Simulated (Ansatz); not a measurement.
# YSb (model cell, started as zinc blende): phonons and vibrational spectra, part 3 of 3

Task: relax YSb (model cell, started as zinc blende), then find its harmonic phonons.

Ansatz 0.2.0; DFT LDA, scalar-relativistic, plane waves, PAW.

So far. Step 3 (Tight relaxation): The forces vanish by symmetry and the pressure is 0.008 GPa, within the tolerances set. The cell now holds 39.16 Å³/atom. Step 4 (Modes at Γ): Before it was imposed, the acoustic sum rule was missed by 1.0e-4 eV/Å² and the charge sum rule by 6.2e-4 e. Small misses are needed for a sound result but don't prove that mesh and cutoff are converged. The lowest optical mode is real, 174 cm⁻¹. The relaxed cell has a = 6.792 Å (conventional setting).

The structure was built from a prototype and need not be the compound's stable phase.

**5. Response at finite wavevector (continued)**

Interpolated from a 4×4×4 q mesh, with the LO-TO term (at Γ the limit along the path; where Γ stands inside the path, tables give the limit on arrival). Phonon branches along the path, in cm⁻¹:

```csv
point,branch 1,branch 2,branch 3,branch 4,branch 5,branch 6
Γ,0,0,0,174,174,204
halfway,22,22,75,172,172,191
X,33,33,127,162,170,170
halfway,32,40,127,159,171,171
U,28,49,124,158,171,172
jump to K,28,49,124,158,171,172
halfway,15,34,77,174,174,187
Γ,0,0,0,174,174,204
halfway,13,13,68,174,174,193
L,19,19,107,174,175,175
halfway,28,42,112,166,172,174
W,43,46,126,153,171,172
halfway,38,40,126,157,171,171
X,33,33,127,162,170,170
```

The phonon branches as a text plot (rows in cm⁻¹):

```
    199 |******                   **********
    191 |      *                **          **
    182 |       **             *              **
    173 |********************************************************
    164 |           ***    **                        ***       **
    156 |              ****                             *******
    147 |
    138 |
    129 |            ****                                 *******
    121 |           *    ***                            **
    112 |         **        *                       ****
    103 |        *           **                 ****
     95 |                                      *
     86 |       *              *              *
     77 |      *                *            *
     68 |                                   *
     60 |    **                  *         *
     51 |                ****     **                    **
     42 |   *          **    ***          *          *** *****
     33 |  *     ********       *   *    *          *  **     ***
     25 |      **        ******  ***              *****
     16 | *  **                **   **  *   *******
      7 |   *                    *** *     *
     -2 |***                        *******
         Γ           X  U|K            Γ         L        W     X
```

The phonon density of states has structure finer than the step of the table below, so its rows give means over 10 cm⁻¹, whole bins alone (the curve runs from -5 to 203 cm⁻¹). Peaks (cm⁻¹: height): 33.0: 0.0803, 173.0: 0.460.

Tetrahedra on a 16×16×16 mesh, mean over bins of 2 cm-1. Interpolated from a 4×4×4 q mesh. Table of phonon density of states by wavenumber; means over each step:

| wavenumber (cm⁻¹) | phonon density of states (1/cm⁻¹/cell) |
| --- | --- |
| 0 | 0.00362 |
| 10 | 0.0102 |
| 20 | 0.0451 |
| 30 | 0.0724 |
| 40 | 0.0511 |
| 50 | 0.0220 |
| 60 | 0.00353 |
| 70 | 0.00521 |
| 80 | 0.00748 |
| 90 | 0.0108 |
| 100 | 0.0171 |
| 110 | 0.0265 |
| 120 | 0.0224 |
| 130 | 0.00244 |
| 140 | 0 |
| 150 | 0.00105 |
| 160 | 0.0273 |
| 170 | 0.205 |
| 180 | 0.0468 |
| 190 | 0.0139 |

The partial phonon density of states has structure finer than the step of the table below, so its rows give means over 10 cm⁻¹, whole bins alone (the curve runs from -15.3 to 219 cm⁻¹). Peaks (cm⁻¹: height): Sb 30.4: 0.0458, 107.0: 0.0201, 173.3: 0.129; Y 30.4: 0.0281, 173.3: 0.218.

Phonopy on the run's constants, 15x15x15 mesh, Gaussian sigma 2.0 cm-1. Interpolated from a 4×4×4 q mesh. The partial phonon density of states by wavenumber; means over each step; values in 1/cm⁻¹/cell:

```
wavenumber (cm⁻¹)       Sb        Y
              -10   4.8e-4   3.4e-4
                0  0.00192  0.00137
               10  0.00649  0.00444
               20   0.0276   0.0176
               30   0.0433   0.0266
               40   0.0324   0.0194
               50   0.0143  0.00839
               60  0.00224  0.00142
               70  0.00337  0.00200
               80  0.00481  0.00264
               90  0.00714  0.00350
              100   0.0121  0.00498
              110   0.0196  0.00621
              120   0.0183  0.00283
              130  0.00384   1.6e-4
              140        0        0
              150   1.5e-4  0.00226
              160  0.00398   0.0225
              170   0.0684    0.122
              180   0.0219   0.0388
              190  0.00508  0.00881
              200  0.00239  0.00358
              210   4.9e-5   6.9e-5
```

Second derivatives of the energy by pair, one row for each kind of neighbour of each atom listed. Each entry sums the pair over the periodic images of the supercell that the q mesh stands for, and in a polar crystal it holds the long-range dipole part too. Force constants by pair, by row:

| atom | neighbour | distance (Å) | third of the trace (eV/Å²) | along the pair's line (eV/Å²) |
| --- | --- | --- | --- | --- |
| Y1 | itself | 0 | 6.767 | – |
| Y1 | Sb | 2.941 | -1.535 | -4.178 |
| Y1 | Y | 4.802 | -0.0292 | -0.3246 |
| Y1 | Sb | 5.631 | -0.0306 | 0.1176 |
| Y1 | Y | 6.792 | -0.0211 | -0.1017 |
| Y1 | Sb | 7.401 | 0.0411 | 0.1145 |
| Sb2 | itself | 0 | 6.003 | – |
| Sb2 | Y | 2.941 | -1.535 | -4.178 |
| Sb2 | Sb | 4.802 | 0.0228 | -0.2694 |
| Sb2 | Y | 5.631 | -0.0306 | 0.1176 |
| Sb2 | Sb | 6.792 | -0.0099 | -0.0618 |
| Sb2 | Y | 7.401 | 0.0411 | 0.1145 |

Symmetry leaves 8 wavevectors to solve. The lowest mode among them, the acoustic zeros apart, lies at q = (0, 0, 0.25) and is real, 13.2 cm⁻¹. Between them the interpolated path dips to 6i cm⁻¹.

**6. Another isotope**

An isotope changes the mass and not the force constants, so no new electronic calculation is needed; the shifts show which modes move this element.

The same force constants with the mass of Sb changed from 121.760 to 122.904 u (phonopy, no LO-TO term). Both lists are sorted by frequency; levels can cross, so a row need not hold one and the same mode. Modes under 3 cm⁻¹ are left out. Isotope shifts, by row:

| q | rank | natural mass (cm⁻¹) | changed mass (cm⁻¹) |
| --- | --- | --- | --- |
| 0 0 0 | 4 | 174.4 | 174 |
| 0 0 0 | 5 | 174.4 | 174 |
| 0 0 0 | 6 | 174.4 | 174 |
| 0 0 0.25 | 1 | 13.22 | 13.18 |
| 0 0 0.25 | 2 | 13.22 | 13.18 |
| 0 0 0.25 | 3 | 67.86 | 67.66 |
| 0 0 0.25 | 4 | 174.4 | 174.1 |
| 0 0 0.25 | 5 | 174.4 | 174.1 |
| 0 0 0.25 | 6 | 192.8 | 192.5 |
| 0 0 -0.5 | 1 | 19.32 | 19.27 |
| 0 0 -0.5 | 2 | 19.32 | 19.27 |
| 0 0 -0.5 | 3 | 106.7 | 106.3 |
| 0 0 -0.5 | 4 | 174.2 | 174 |
| 0 0 -0.5 | 5 | 174.7 | 174.3 |
| 0 0 -0.5 | 6 | 174.7 | 174.3 |
| 0 0.25 0.25 | 1 | 22.3 | 22.24 |
| 0 0.25 0.25 | 2 | 22.3 | 22.24 |
| 0 0.25 0.25 | 3 | 74.98 | 74.75 |
| 0 0.25 0.25 | 4 | 172.5 | 172.2 |
| 0 0.25 0.25 | 5 | 172.5 | 172.2 |
| 0 0.25 0.25 | 6 | 190.7 | 190.3 |

A mode of this element alone would shift by -0.47 %. The highest zone-centre frequency without the field goes from 174.4 to 174.0 cm⁻¹ (-0.2 %). The product of the frequency ratios over all optical modes at Γ is 0.994; the product rule, (m/m′)^(3k/2) (M′/M)^(3/2) with k = 1 such atoms and M the mass of the cell, gives 0.994.

**7. What came out**

| Quantity | Value |
| --- | --- |
| space group after relaxation (within 0.01 Å) | F-43m |
| volume per atom | 39.2 Å³ |
| gap on the k-mesh | 1.31 eV |
| highest optical mode at the zone centre (no LO-TO term) | 174 cm⁻¹ |
| top of the zone-centre spectrum with the field | 204 cm⁻¹ |
| lowest optical zone-centre mode | 174 cm⁻¹ |
| mean high-frequency dielectric constant | 8.13 |
| mean static dielectric constant | 11.1 |
| largest Born charge (third of the trace) | 2.72 e |
| lowest mode on the q mesh (acoustic modes at Γ apart) | 13.2 cm⁻¹ |
| highest frequency on the path or at a solved wavevector | 204 cm⁻¹ |
| imaginary modes on the 4×4×4 q mesh | none |

In words: No mode is imaginary at the 8 irreducible wavevectors solved, but between them the interpolated path dips to 5.9i cm⁻¹, so stability is not settled. Without the field, the optical modes at Γ form one degenerate level at 174 cm⁻¹. With the macroscopic field of the longitudinal modes the top of the zone-centre spectrum lies at 204 cm⁻¹, against 174 cm⁻¹ without it. Lattice motion raises the mean dielectric constant from 8.130 to 11.10. The strongest infrared line is at 174 cm⁻¹. Averaged over orientations, the strongest Raman line at 532 nm and 300 K is at 174 cm⁻¹, among the modes without the field; their longitudinal partners can be Raman active too. The tensors are the static, non-resonant ones, while 532 nm light (2.33 eV) lies above the computed gap. The program warns that the interpolation holds no quadrupole term, so branches close to Γ can be off in this crystal. Spin-orbit coupling is left out, which can matter for the heavy elements here. The starting cell was built on a prototype and not taken from a measurement, so the phase need not exist. These are harmonic frequencies at zero temperature: anharmonic shifts, linewidths and thermal expansion are left out.

[Logs are printed without paths, hosts, clocks, repeated set-up lines and the standing remarks that a program may print on its own settings, such as how far it seeks lower states.]

[Hosts, paths, dates, database ids (printed as entryN), source tags and the programs' standing remarks are cut or masked in the printed files.]
